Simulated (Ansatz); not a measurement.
# Site preference of a vacancy of C in B-doped (8,8) carbon nanotube bundle (96 atoms): runs compared

Aim: make a vacancy of C at several sites of B-doped (8,8) carbon nanotube bundle (96 atoms), relax each, and compare their energies.

Computed with Ansatz 0.2.0: Kohn-Sham DFT, PBE+D3(BJ), PAW (set soft_2), plane waves.

## 1. The cell as built

The cell holds 96 atoms: 79 C and 17 B. Its edges and angles: a = 14.150 Å, b = 14.150 Å, c = 7.380 Å, α = 90.0°, β = 90.0°, γ = 120.0°. It derives from C (graphene) and B. Graphene sheet (a = 2.46 Å) rolled into a (8,8) tube of diameter 10.85 Å, 3 periods, hexagonal bundle with 3.3 Å between walls, 17 C replaced by B at random; not relaxed, displaced by a Gaussian of 0.02 Å.

## 2. The reference run

The reference is a single point at the end of the relaxation.

Every defect cell starts from the geometry of this run and is relaxed in the fixed cell.

Its input, with most atom lines left out:

```yaml
crystal:
  lattice:
    - [14.15015, 0.0, 0.0]
    - [-7.07508, 12.25439, 0.0]
    - [0.0, 0.0, 7.38]
  atoms:
    - { symbol: C, position: [0.4242, 0.05844, 0.16325] }
    - { symbol: C, position: [0.44186, 0.11378, 0.99795] }
    - { symbol: C, position: [0.45856, 0.22193, 0.99648] }
    - { symbol: C, position: [0.45445, 0.26919, 0.16224] }
    - { symbol: C, position: [0.41902, 0.34786, 0.16539] }
    - { symbol: C, position: [0.39182, 0.37944, 0.99856] }
    - { symbol: C, position: [0.32244, 0.42635, 0.99893] }
    [... atom lines 8 to 96 left out ...]
kpoints:
  mp_grid: { grid: [1, 1, 2] }
hamiltonian:
  xc: pbe
  dispersion: d3bj
scf:
  occupations: { method: gaussian, width: 0.05 }
output:
  forces: true
  stress: true
  populations: intrinsic
  dos:
    method: { smearing: { sigma: 0.15 } }
    de: 0.1
    projected: { site_lists: { B: [B], C: [C] } }
  eigenvalues: true
  write_density: true
  write_potential: true
  volumetric_format: npy
  elf: true
```

| Property | Result |
| --- | --- |
| free energy per atom | -233.9677 eV/atom |
| r.m.s. force component | 0.01219 eV/Å |
| pressure | 4.446 GPa |

No gap is quoted: a carbon tube of such indices can be metallic, and the k-points needn't hold the crossing of its bands.

## 3. The runs

Each row is one run, on 4 threads of Intel Xeon 6975P-C (Granite Rapids), shared host. The free energy is the program's total, comparable only between runs with the same functional, potentials and atoms.

| run | atoms | outcome | ionic steps, all passes | free energy (eV) | time | host memory (GiB) |
| --- | --- | --- | --- | --- | --- | --- |
| Single point at the start | 96 | converged | - | -22445.009 | 10 s | 3.7 |
| Relaxation | 96 | converged | 13 | -22460.895 | 86 s | 3.7 |
| Single point at the relaxed geometry | 96 | converged | - | -22460.895 | 17 s | 3.7 |
| Vacancy of C, site C14 | 95 | converged | 19 | -22209.701 | 3.4 min | 3.7 |
| Vacancy of C, site C33 | 95 | converged | 11 | -22208.770 | 1.8 min | 3.7 |
| Vacancy of C, site C25 | 95 | converged | 21 | -22207.060 | 3.6 min | 3.7 |
| Vacancy of C, site C75 | 95 | converged | 20 | -22208.427 | 3.4 min | 3.7 |
| Vacancy of C, site C21 | 95 | converged | 11 | -22208.745 | 1.8 min | 3.7 |
| Vacancy of C, site C2 | 95 | converged | 12 | -22206.367 | 2.1 min | 3.7 |

In some runs the program notes that the exchange-correlation potential is rough where the density is thin.

The surroundings of site C14, the cheapest one, after relaxation: 10 atoms, nearest first, with positions taken from that point. Atoms keep their numbers of the cell before the removal, where the removed atom was number 14.

| atom | x | y | z | distance (Å) | bonds |
| --- | --- | --- | --- | --- | --- |
| C47 | 0.07 | -0.02 | -0.35 | 0.36 | 3 |
| C45 | 0.46 | 0.51 | 0.89 | 1.13 | 3 |
| C13 | 0.42 | 0.85 | -1.46 | 1.74 | 3 |
| B16 | -0.60 | -1.26 | -1.10 | 1.78 | 3 |
| C46 | -0.29 | 0.30 | 2.11 | 2.15 | 3 |
| C44 | 1.65 | 1.37 | 0.95 | 2.35 | 3 |
| C79 | -1.11 | -0.81 | 2.21 | 2.60 | 3 |
| C12 | 1.56 | 1.66 | -1.43 | 2.69 | 3 |
| C15 | -0.99 | -0.62 | -2.50 | 2.76 | 3 |
| C78 | -0.37 | 0.61 | -2.67 | 2.76 | 3 |

The column of bonds counts only the pairs C-C within 1.82 Å, C-B within 1.82 Å, B-B within 1.98 Å; other neighbours, such as metal atoms beside each other in a compound, aren't counted, and periodic images can show an atom twice.

## 4. The sites compared

All these cells hold the same atoms, so their energies can be compared with no chemical potential.

| site | neighbours | mean distance (Å) | atoms within 6 Å | energy over the best site (eV) | before relaxation (eV) | gain on relaxing (eV) |
| --- | --- | --- | --- | --- | --- | --- |
| C14 | C3 | 1.41 | 73 | 0.00 | 3.63 | 6.35 |
| C33 | B3C | 1.59 | 71 | 0.93 | 0.61 | 2.40 |
| C21 | B2C | 1.47 | 65 | 0.96 | 0.00 | 1.77 |
| C75 | C3 | 1.42 | 64 | 1.27 | 3.22 | 4.67 |
| C25 | C3 | 1.43 | 73 | 2.64 | 2.95 | 3.03 |
| C2 | C3 | 1.42 | 71 | 3.33 | 3.79 | 3.18 |

Neighbours are those of the relaxed host within 1.82 Å (C-C), 1.95 Å (C-B); other pairs aren't counted.

## 5. Outcome

The cheapest site is C14 (3 neighbours, C3); the dearest, C2 (3 neighbours, C3), costs 3.3 eV more. By coordination the energies over the best site are 0.00 to 3.33 eV with 3 neighbours and 0.93 eV with 4 neighbours. Sites with the same first shell differ by up to 3.33 eV, from their geometry, farther neighbours or both. The chemistry differs between sites, which can decide the order more than coordination does: at C14 C moved to within 0.4 Å of the empty place; at C21 B moved to within 0.8 Å of the empty place; at C75 C moved to within 0.8 Å of the empty place; at C2 C moved to within 1.0 Å of the empty place. Relaxation changes the order: the best site before relaxing was C21.

Caveats: Defects are neutral and interact with their images. The defect cells ran without spin polarisation, so cut bonds can't carry moments. Only 6 of the 79 C sites were tried; unless symmetry makes the others alike to these, a cheaper one may exist. The change leaves an odd electron count, and these runs have no spin polarisation. The stress is far from hydrostatic: its diagonal is 0.2, 0.0, 13.1 GPa, compression counted positive. The pressure of 4.4 GPa says that the cell would expand at this level of theory. The electron count is odd and the run has no spin polarisation.

The DFT runs together took 18 min of wall time.

[Logs are printed without paths, hosts, clocks, repeated set-up lines and the standing remarks that a program may print on its own settings, such as how far it seeks lower states.]

[Hosts, paths, dates, database ids (printed as entryN), source tags and the programs' standing remarks are cut or masked in the printed files.]
